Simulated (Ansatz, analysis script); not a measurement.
# Free-standing square Rh monolayer, spacing 3.288 Å: spin spirals and exchange, part 2 of 2

Aim: the energy of a free-standing square Rh monolayer, spacing 3.288 Å as its moments wind into spirals of wavevector q.

Ansatz 0.2.0; PBE, PAW set soft_1.

So far. Step 4 (q = (0, 0, 0)): The largest moment is 1.66 μB, against 1.66 μB in the collinear run. Step 5 (q = (0, 0.25, 0)): The energy of the cell lies 25.1 meV above that at q = 0, and the largest moment is 1.59 μB against 1.66 μB.

## 6. q = (0, 0.5, 0)

Level of this step: Ansatz DFT, spin spiral by the generalised Bloch theorem, no spin-orbit coupling; PBE, PAW set soft_1; PAW set soft_1 (Ansatz).

Input file input.yaml:

```yaml
crystal:
  lattice:
    - [3.288, 0.0, 0.0]
    - [0.0, 3.288, 0.0]
    - [0.0, 0.0, 14.0]
  atoms:
    - { symbol: Rh, position: [0.0, 0.0, 0.5], spin: 1.66, spin_axis: [1.0, 0.0, 0.0] }
kpoints:
  mp_grid: { grid: [16, 16, 1] }
hamiltonian:
  xc: pbe
  pseudopotentials: { kind: paw, azcp: { folder: soft_1 } }
scf:
  occupations: { method: fermi_dirac, width: 0.1 }
  max_iter: 120
  convergence: { dr2_threshold: 1.0e-08 }
  lower_state_search: "off"
basis:
  ecutwfc: 420.0
magnetization:
  noncollinear: true
  spin_spiral: { q: [0.0, 0.5, 0.0] }
checkpoint:
  read: start
```

On the command line:

```console
$ ansatz run input.yaml --threads 1 --pin off --max-ram 2048MiB --backend cpu --events-out ev --progress --plain --runs-dir out
```

Numbers of over 12 decimals in the logs are rounded to 6 here.

Output:

```text
[...]
Crystal: 1 atoms, lattice volume = 151.353 Å³
Basis set: ecut = 420 eV, 2991 PW (Γ)
Bands: 26, of which v1, the nominal top of the filled ones, is band 17 counted from 1 (16 counted from 0)
Symmetry: 4 space group operations
k-points: 81 of 256
[...]
SCF iter  12: F=-6399.042283 eV  HF=-6399.042283 eV  |F-HF|=2.10e-10  |Δ(HF+E_count)|=  9.19e-10  Δρ=4.82e-7  dr2=1.00e-10  dr2_m=1.10e-10  ethr=5.88e-11  |M|=1.49e0 ∫|m|=1.64e0 μB  |m|>n=2.8e-2 m-floor=2.8e-2 τ_xc=7.5e-3 mc-row=2.8e-2  ⟨swp⟩=1.0  Hψ=5638  notcnv=0
SCF 1 converged in 12 iterations: F = -6399.042283 eV  dr2 = 1.00e-10
[...]
SCF converged after 12 iterations
Magnetization: |M| = 1.4870 μB,  M = (+1.4870, -0.0000, +0.0000) μB
Absolute magnetization: 1.6404 μB (∫|m|, with the PAW one-centre terms)
  site 0: m = (+1.5023, -0.0000, +0.0000) μB, |m| = 1.5023 μB  (R = 1.36 Å)
Free energy (F): -6399.042283 eV
[...]
Internal energy: -6398.917970 eV  (E = F + TS)
E sigma→0 (E₀):  -6398.980126 eV
Entropy (-TS):   -0.124312 eV (-124.312 meV/atom)
Fermi energy:    -2.298470 eV
[...]
```

Elapsed: 30 s, on 1 thread of Intel Xeon 6975P-C (Granite Rapids), shared host; peak memory 0.87 GiB.

The energy of the cell lies 50.8 meV above that at q = 0, and the largest moment is 1.50 μB against 1.66 μB.

## 7. q = (0.25, 0.5, 0)

input.yaml: that of step 6 with these lines changed.

```diff
@@ -21,3 +21,3 @@
   noncollinear: true
-  spin_spiral: { q: [0.0, 0.5, 0.0] }
+  spin_spiral: { q: [0.25, 0.5, 0.0] }
 checkpoint:
```

Output:

```text
[...]
Crystal: 1 atoms, lattice volume = 151.353 Å³
Basis set: ecut = 420 eV, 2991 PW (Γ)
Bands: 26, of which v1, the nominal top of the filled ones, is band 17 counted from 1 (16 counted from 0)
Symmetry: 2 space group operations
k-points: 130 of 256
[...]
SCF iter  11: F=-6399.012438 eV  HF=-6399.012438 eV  |F-HF|=1.66e-10  |Δ(HF+E_count)|=   2.48e-8  Δρ=1.45e-6  dr2=1.09e-9  dr2_m=8.56e-10  ethr=5.88e-11  |M|=1.40e0 ∫|m|=1.59e0 μB  |m|>n=2.9e-2 m-floor=2.9e-2 τ_xc=9.4e-3 mc-row=2.9e-2  ⟨swp⟩=3.0  Hψ=7579  notcnv=0
SCF 1 converged in 11 iterations: F = -6399.012438 eV  dr2 = 1.09e-9
[...]
SCF converged after 11 iterations
Magnetization: |M| = 1.3976 μB,  M = (+1.3976, -0.0000, +0.0000) μB
Absolute magnetization: 1.5922 μB (∫|m|, with the PAW one-centre terms)
  site 0: m = (+1.4531, -0.0000, +0.0000) μB, |m| = 1.4531 μB  (R = 1.36 Å)
Free energy (F): -6399.012438 eV
[...]
Internal energy: -6398.881897 eV  (E = F + TS)
E sigma→0 (E₀):  -6398.947168 eV
Entropy (-TS):   -0.130541 eV (-130.541 meV/atom)
Fermi energy:    -2.329738 eV
[...]
```

It took 42 s on 1 thread; peak memory 1.2 GiB.

The energy of the cell lies 80.6 meV above that at q = 0, and the largest moment is 1.45 μB against 1.66 μB.

## 8. q = (0.5, 0.5, 0)

input.yaml: that of step 7 with these lines changed.

```diff
@@ -21,3 +21,3 @@
   noncollinear: true
-  spin_spiral: { q: [0.25, 0.5, 0.0] }
+  spin_spiral: { q: [0.5, 0.5, 0.0] }
 checkpoint:
```

Output:

```text
[...]
Crystal: 1 atoms, lattice volume = 151.353 Å³
Basis set: ecut = 420 eV, 2991 PW (Γ)
Bands: 26, of which v1, the nominal top of the filled ones, is band 17 counted from 1 (16 counted from 0)
Symmetry: 4 space group operations
k-points: 73 of 256
[...]
SCF iter  12: F=-6398.983350 eV  HF=-6398.983350 eV  |F-HF|=8.12e-10  |Δ(HF+E_count)|=   1.14e-9  Δρ=1.22e-6  dr2=2.77e-10  dr2_m=7.80e-10  ethr=5.88e-11  |M|=1.21e0 ∫|m|=1.46e0 μB  |m|>n=2.8e-2 m-floor=2.8e-2 τ_xc=7.7e-3 mc-row=2.8e-2  ⟨swp⟩=2.4  Hψ=3488  notcnv=0
SCF 1 converged in 12 iterations: F = -6398.983350 eV  dr2 = 2.77e-10
[...]
SCF converged after 12 iterations
Magnetization: |M| = 1.2060 μB,  M = (+1.2060, +0.0000, +0.0000) μB
Absolute magnetization: 1.4576 μB (∫|m|, with the PAW one-centre terms)
  site 0: m = (+1.3284, +0.0000, +0.0000) μB, |m| = 1.3284 μB  (R = 1.36 Å)
Free energy (F): -6398.983350 eV
[...]
Internal energy: -6398.840059 eV  (E = F + TS)
E sigma→0 (E₀):  -6398.911704 eV
Entropy (-TS):   -0.143291 eV (-143.291 meV/atom)
Fermi energy:    -2.350031 eV
[...]
```

Run time: 27 s. Hardware: 1 thread; peak memory 0.84 GiB.

The energy of the cell lies 110 meV above that at q = 0, and the largest moment is 1.33 μB against 1.66 μB.

2 more runs differ from these in the same keys alone and are tabled below.

## 9. E(q)

```csv
q (reciprocal lattice),path length (1/Å),E(q) − E(0) (meV a magnetic atom),|m| Rh no. 1 (μB)
"(0, 0, 0)",0.000,0.00,1.66
"(0, 0.25, 0)",0.478,25.14,1.59
"(0, 0.5, 0)",0.955,50.78,1.50
"(0.25, 0.5, 0)",1.433,80.62,1.45
"(0.5, 0.5, 0)",1.911,109.71,1.33
"(0.375, 0.375, 0)",2.249,92.70,1.42
"(0.125, 0.125, 0)",2.924,16.97,1.62
"(0, 0, 0)",3.262,0.00,1.66
```

## 10. A spin model

For rigid moments E(q) is a sum of cosines over neighbour shells, so a fit gives the couplings, and from them an ordering temperature.

E = −Σ J e·e over ordered pairs (each pair twice, J > 0 for parallel moments) is fitted to 6 points (copies by symmetry counted).

The fitted shells:

```
 pair  distance (Å)  neighbours a magnetic atom  J (meV)
Rh-Rh         3.288                           4    13.68
Rh-Rh          4.65                           4  -0.5207
Rh-Rh         6.576                           4   0.1756
```

Read from the output:

- r.m.s. miss of the fit: 0.6586 meV
- ordering temperature, mean field: 412.6 K
- wavevector of the mean-field order: 0, 0, 0 reciprocal lattice

## 11. Summary of results

| Property | Result |
| --- | --- |
| lowest point of the path | q = 0 |
| highest point | 110 meV a magnetic atom |
| J of the nearest shell | 13.7 meV |
| mean-field temperature | 413 K |

What this shows: No spiral that was run lies below the ferromagnetic state at q = 0, and winding the moments costs up to 110 meV a magnetic atom. The moments change by at most 21 % from their size at q = 0, so they are itinerant and a model of rigid spins is rough. The fit misses by 0.60 % of the energy range, so the shells describe the path well, though few points can't fix distant couplings. In a sheet or chain isotropic couplings alone give no order above 0 K (Mermin and Wagner), so the mean-field number is only an energy scale. The temperatures are those of classical unit spins, and mean field runs high. The 7 spiral runs took 3.2 min of wall time, added up. Energies are free energies at a smearing of 0.1 eV, and with partly filled levels differences shift, at times strongly, as the smearing goes to zero. The cell was taken as built, with atoms unrelaxed. In doubt: the program's search for lower states was switched off, so a lower magnetic state than those reached may exist.

[Logs and program files are shortened in this print: banners, set-up blocks, solver, clock and traceback lines can be left out without a mark of their own.]

[Logs are printed without paths, hosts, clocks, repeated set-up lines and the standing remarks that a program may print on its own settings, such as how far it seeks lower states.]

[Hosts, paths, dates, database ids (printed as entryN), source tags and the programs' standing remarks are cut or masked in the printed files.]
